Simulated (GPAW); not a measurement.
# Mo2N(OH)2 MXene monolayer: work function by functional and basis, part 2 of 2

Wanted: work functions and dipole of Mo2N(OH)2 MXene monolayer, with the cost of each level.

GPAW 26.7.0; GPAW, PAW setups; layer in a repeated cell with vacuum, relaxation of atoms and in-plane cell (the session's first sound run).

So far, upper work function (eV): step 3 (the slab's potential, PBE, GPAW) 2.41; step 4 (LDA) 2.68; step 5 (revPBE) 2.25; step 6 (RPBE) 2.24; step 7 (GPAW, PAW setups) 3.04.

### 8. OptPBE vdW: xc = "optPBE-vdW"

Level of this step: GPAW, PAW setups; slab in vacuum (GPAW).

The same geometry under optPBE-vdW, to see how far the functional moves the levels against the vacuum (the van der Waals functionals take revPBE setups).

run.py

```python
import json
import numpy as np
from ase import Atoms
from gpaw import GPAW, PW

slab = Atoms(
    ['H', 'O', 'Mo', 'N', 'Mo', 'O', 'H'],
    positions=[
        [0.00000, 1.61254, 7.00000],
        [0.00000, 1.61254, 7.98055],
        [1.39650, 0.80627, 9.41815],
        [0.00000, -0.00000, 10.87642],
        [0.00000, 1.61254, 12.33469],
        [1.39650, 0.80627, 13.77229],
        [1.39650, 0.80627, 14.75284]],
    cell=[[2.79301, -0.0, 0.0], [-1.3965, 2.41881, 0.0], [0.0, 0.0, 21.7528]],
    pbc=[True, True, False])

slab.calc = GPAW(mode=PW(500), xc='optPBE-vdW', kpts={'size': (12, 12, 1), 'gamma': True},
                 occupations={'name': 'fermi-dirac', 'width': 0.05}, nbands='160%',
                 convergence={'density': 1e-05}, maxiter=200,
                 poissonsolver={'dipolelayer': 'xy'},
                 symmetry={'tolerance': 1e-3}, txt='slab.txt')
result = {}
energy = slab.get_potential_energy()
fermi = slab.calc.get_fermi_level()
v = slab.calc.get_electrostatic_potential().mean((0, 1)) - fermi
n = slab.calc.get_pseudo_density().mean((0, 1))
L = slab.cell[2, 2]
z = np.arange(len(v)) * L / len(v)
low, high = slab.positions[:, 2].min(), slab.positions[:, 2].max()
below, above = np.interp([low - 4.8, high + 4.8], z, v)
slopes = [np.interp(x, z, np.gradient(v, z)) for x in (low - 4.8, high + 4.8)]
eps = np.array([[slab.calc.get_eigenvalues(k, s) for k in range(len(slab.calc.get_ibz_k_points()))]
                for s in range(slab.calc.get_number_of_spins())]) - fermi
top, bottom = eps[eps < 0].max(), eps[eps > 0].min()
dipole = slab.get_dipole_moment()[2]
print(f'energy {energy:.4f} eV, Fermi level {fermi:.4f} eV, dipole {dipole:.5f} e A')
print(f'potential 4.8 A off the faces, from the Fermi level: lower {below:.4f} eV, upper {above:.4f} eV')
print(f'slope of the potential there: lower {slopes[0]:.5f}, upper {slopes[1]:.5f} eV/A')
print(f'nearest levels on the mesh: {top:.4f} and {bottom:.4f} eV')
print('magnetic moment', round(slab.get_magnetic_moment(), 3))
result.update(energy=energy, fermi=fermi, dipole=dipole, below=below, above=above, slopes=slopes, edges=[top, bottom],
              z=z.tolist(), v=v.tolist(), n=n.tolist(), positions=slab.positions.tolist(),
              forces=slab.get_forces(apply_constraint=False).tolist(), moments=slab.get_magnetic_moments().tolist())
json.dump(result, open('result.json', 'w'))
```

On the command line:

```bash
> OMP_NUM_THREADS=1 OPENBLAS_NUM_THREADS=1 python run.py
```

The log of the run:

```text
energy -84.7650 eV, Fermi level 2.9660 eV, dipole 0.00077 e A
potential 4.8 A off the faces, from the Fermi level: lower 2.6792 eV, upper 2.6615 eV
slope of the potential there: lower -0.01231, upper 0.01231 eV/A
nearest levels on the mesh: -0.0403 and 0.0031 eV
magnetic moment 0.0
```

Run time: 2.2 min. Hardware: 1 thread of Intel Xeon Platinum 8259CL at 2.50GHz (Skylake/Cascade Lake), shared host; peak memory 0.38 GiB.

This step gave:

| Property | Result |
| --- | --- |
| dipole along the normal | 7.72e-4 e·Å |
| levels nearest the Fermi level on the mesh | -0.04034, 0.003127 eV from the Fermi level |
| upper work function | 2.661 eV |
| lower work function | 2.679 eV |

The upper face's work function is 2.661 eV, against 2.409 eV in the first plane-wave PBE run at this geometry.

### 9. Real-space grid: mode = "fd"

A real-space grid is a second complete basis, so it checks the plane-wave result.

run.py: that of step 8 with these lines changed.

```diff
@@ -3,3 +3,3 @@
 from ase import Atoms
-from gpaw import GPAW, PW
+from gpaw import GPAW
 
@@ -18,3 +18,3 @@
 
-slab.calc = GPAW(mode=PW(500), xc='optPBE-vdW', kpts={'size': (12, 12, 1), 'gamma': True},
+slab.calc = GPAW(mode='fd', h=0.18, xc='PBE', kpts={'size': (12, 12, 1), 'gamma': True},
                  occupations={'name': 'fermi-dirac', 'width': 0.05}, nbands='160%',
```

The log of the run:

```text
energy -53.2796 eV, Fermi level -2.3591 eV, dipole 0.00076 e A
potential 4.8 A off the faces, from the Fermi level: lower 2.3649 eV, upper 2.3472 eV
slope of the potential there: lower -0.00656, upper 0.00656 eV/A
nearest levels on the mesh: -0.0093 and 0.0086 eV
magnetic moment 0.0
```

Run time: 4.9 min. Hardware: 1 thread; peak memory 0.45 GiB.

This step gave:

```yaml
dipole_along_the_normal: 7.58e-4 e·Å
levels_nearest_the_fermi_level_on_the_mesh: -0.009256, 0.008610 eV from the Fermi level
upper_work_function: 2.347 eV
lower_work_function: 2.365 eV
```

Table of electrostatic potential energy of an electron (without an applied field's), less the Fermi level, planar mean by z:

```tsv
z (Å)	electrostatic potential energy of an electron (without an applied field's), less the Fermi level, planar mean (eV)
0.0	2.36
0.5	2.37
1.0	2.37
1.5	2.37
2.0	2.37
2.5	2.36
3.0	2.35
3.5	2.33
4.0	2.30
4.5	2.22
5.0	2.07
5.5	1.79
6.0	1.26
6.5	0.118
7.0	-2.18
7.5	-2.00
8.0	-12.8
8.5	-6.44
9.0	-19.3
9.5	-30.0
10.0	-12.9
10.5	-7.16
11.0	-13.3
11.5	-7.03
12.0	-22.4
12.5	-28.4
13.0	-10.7
13.5	-8.40
14.0	-7.87
14.5	-1.03
15.0	-1.11
15.5	0.792
16.0	1.54
16.5	1.93
17.0	2.14
17.5	2.25
18.0	2.30
18.5	2.33
19.0	2.34
19.5	2.35
20.0	2.35
20.5	2.35
21.0	2.35
21.5	2.35
```

The upper face's work function is 2.347 eV, against 2.409 eV in the first plane-wave PBE run at this geometry.

### 10. Atomic orbitals: mode = "lcao"

Atom-centred orbitals end a few angstrom from the surface, which tests how much the density's tail matters.

run.py: that of step 9 with these lines changed.

```diff
@@ -18,4 +18,4 @@
 
-slab.calc = GPAW(mode='fd', h=0.18, xc='PBE', kpts={'size': (12, 12, 1), 'gamma': True},
-                 occupations={'name': 'fermi-dirac', 'width': 0.05}, nbands='160%',
+slab.calc = GPAW(mode='lcao', basis='dzp', h=0.18, xc='PBE', kpts={'size': (12, 12, 1), 'gamma': True},
+                 occupations={'name': 'fermi-dirac', 'width': 0.05}, nbands='120%',
                  convergence={'density': 1e-05}, maxiter=200,
```

The log of the run:

```text
energy -48.2797 eV, Fermi level -1.5071 eV, dipole 0.00076 e A
potential 4.8 A off the faces, from the Fermi level: lower 1.5160 eV, upper 1.4983 eV
slope of the potential there: lower -0.00000, upper -0.00000 eV/A
nearest levels on the mesh: -0.0096 and 0.0084 eV
magnetic moment 0.0
```

The job ended after 16 min (1 thread; peak memory 0.29 GiB).

This step gave:

```
dipole along the normal                    : 7.59e-4 e·Å
levels nearest the Fermi level on the mesh : -0.009567, 0.008418 eV from the Fermi level
upper work function                        : 1.498 eV
lower work function                        : 1.516 eV
```

Table of electrostatic potential energy of an electron (without an applied field's), less the Fermi level, planar mean by z:

```tsv
z (Å)	electrostatic potential energy of an electron (without an applied field's), less the Fermi level, planar mean (eV)
0.0	1.51
0.5	1.52
1.0	1.52
1.5	1.52
2.0	1.52
2.5	1.52
3.0	1.52
3.5	1.52
4.0	1.52
4.5	1.51
5.0	1.47
5.5	1.34
6.0	0.978
6.5	0.00703
7.0	-2.21
7.5	-1.98
8.0	-12.8
8.5	-6.58
9.0	-19.6
9.5	-30.2
10.0	-13.1
10.5	-7.29
11.0	-13.4
11.5	-7.19
12.0	-22.6
12.5	-28.6
13.0	-11.0
13.5	-8.46
14.0	-7.85
14.5	-1.03
15.0	-1.16
15.5	0.601
16.0	1.18
16.5	1.40
17.0	1.48
17.5	1.50
18.0	1.50
18.5	1.50
19.0	1.50
19.5	1.50
20.0	1.50
20.5	1.50
21.0	1.50
21.5	1.50
```

The upper face's work function is 1.498 eV, against 2.409 eV in the first plane-wave PBE run at this geometry.

### 11. The ladder

Times are for 1 thread of Intel Xeon Platinum 8259CL at 2.50GHz (Skylake/Cascade Lake), shared host. The runs compared:

```tsv
no.	run	upper work function (eV)	lower work function (eV)	time	memory (GiB)
1	pw	2.409	2.427	91 s	0.24
2	LDA	2.684	2.702	90 s	0.24
3	revPBE	2.250	2.268	1.8 min	0.24
4	RPBE	2.240	2.257	94 s	0.24
5	vdW DF2	3.038	3.055	2.1 min	0.38
6	optPBE vdW	2.661	2.679	2.2 min	0.38
7	fd	2.347	2.365	4.9 min	0.45
8	lcao	1.498	1.516	16 min	0.29
```

### 12. Side by side

Results and costs are gathered.

This step: comparison of work functions, dipole and cost (GPAW 26.7.0).

Ladder, by row:

```tsv
step	code	work function, upper (eV)	work function, lower (eV)	dipole (e Å)	wall time (s)	peak memory (GiB)	threads
pw	GPAW	2.409	2.427	7.71e-4	91.24	0.24	1
LDA	GPAW	2.684	2.702	7.70e-4	89.8	0.24	1
revPBE	GPAW	2.25	2.268	7.71e-4	105.3	0.24	1
RPBE	GPAW	2.24	2.257	7.72e-4	94.36	0.24	1
vdW-DF2	GPAW	3.038	3.055	7.73e-4	128.3	0.38	1
optPBE-vdW	GPAW	2.661	2.679	7.72e-4	134.6	0.38	1
fd	GPAW	2.347	2.365	7.58e-4	291.1	0.45	1
lcao	GPAW	1.498	1.516	7.59e-4	983.2	0.29	1
```

### 13. A changed run

One more run, with changed settings.

This step: GPAW, PAW setups; slab in vacuum (GPAW 26.7.0).

run.py: that of step 10 with these lines changed.

```diff
@@ -3,3 +3,3 @@
 from ase import Atoms
-from gpaw import GPAW
+from gpaw import GPAW, PW
 
@@ -18,5 +18,5 @@
 
-slab.calc = GPAW(mode='lcao', basis='dzp', h=0.18, xc='PBE', kpts={'size': (12, 12, 1), 'gamma': True},
-                 occupations={'name': 'fermi-dirac', 'width': 0.05}, nbands='120%',
-                 convergence={'density': 1e-05}, maxiter=200,
+slab.calc = GPAW(mode=PW(100), xc='PBE', kpts={'size': (12, 12, 1), 'gamma': True},
+                 occupations={'name': 'fermi-dirac', 'width': 0.05}, nbands='160%',
+                 convergence={'density': 1e-05}, maxiter=75,
                  poissonsolver={'dipolelayer': 'xy'},
```

The log of the run:

```text
energy 120.1436 eV, Fermi level 2.9540 eV, dipole 0.00077 e A
potential 4.8 A off the faces, from the Fermi level: lower 4.3412 eV, upper 4.3231 eV
slope of the potential there: lower -0.11843, upper 0.11849 eV/A
nearest levels on the mesh: -0.0049 and 0.0107 eV
magnetic moment 0.0
```

Elapsed: 23 s, on 1 thread; peak memory 0.14 GiB.

The run finished. A setting was moved off its sound value on purpose, so it serves as a test and not as the result.

The fault put into the input: a cutoff far too low (ecut = 100).

### 14. What came out

* work function, upper and lower face: 2.409 and 2.427 eV
* dipole along the normal: 7.7e-4 e Å

With plane waves and PBE the work function is 2.41 eV on the upper face and 2.43 eV on the lower. Over the sound runs of the table the upper face's work function spans 1.498 (lcao) to 3.038 eV (vdW-DF2). Atomic orbitals miss the plane-wave value by -0.91 eV, since they describe the tail of the density in the vacuum poorly. The starting lattice was a guess from atomic radii; the relaxation moved it by -5 %. The small printed dipole stands for a step of -21 meV from the lower to the upper face, and the probes find -18 meV; values this small are near the numerical noise of both. The cell holds an odd number of electrons, so without spin polarisation it must come out metallic and without a moment, whatever its true state. The layer's cell and atoms come from the relaxation; spin-orbit coupling and temperature are left out.

[Logs are printed without paths, hosts, clocks, repeated set-up lines and the standing remarks that a program may print on its own settings, such as how far it seeks lower states.]

[Hosts, paths, dates, database ids (printed as entryN), source tags and the programs' standing remarks are cut or masked in the printed files.]
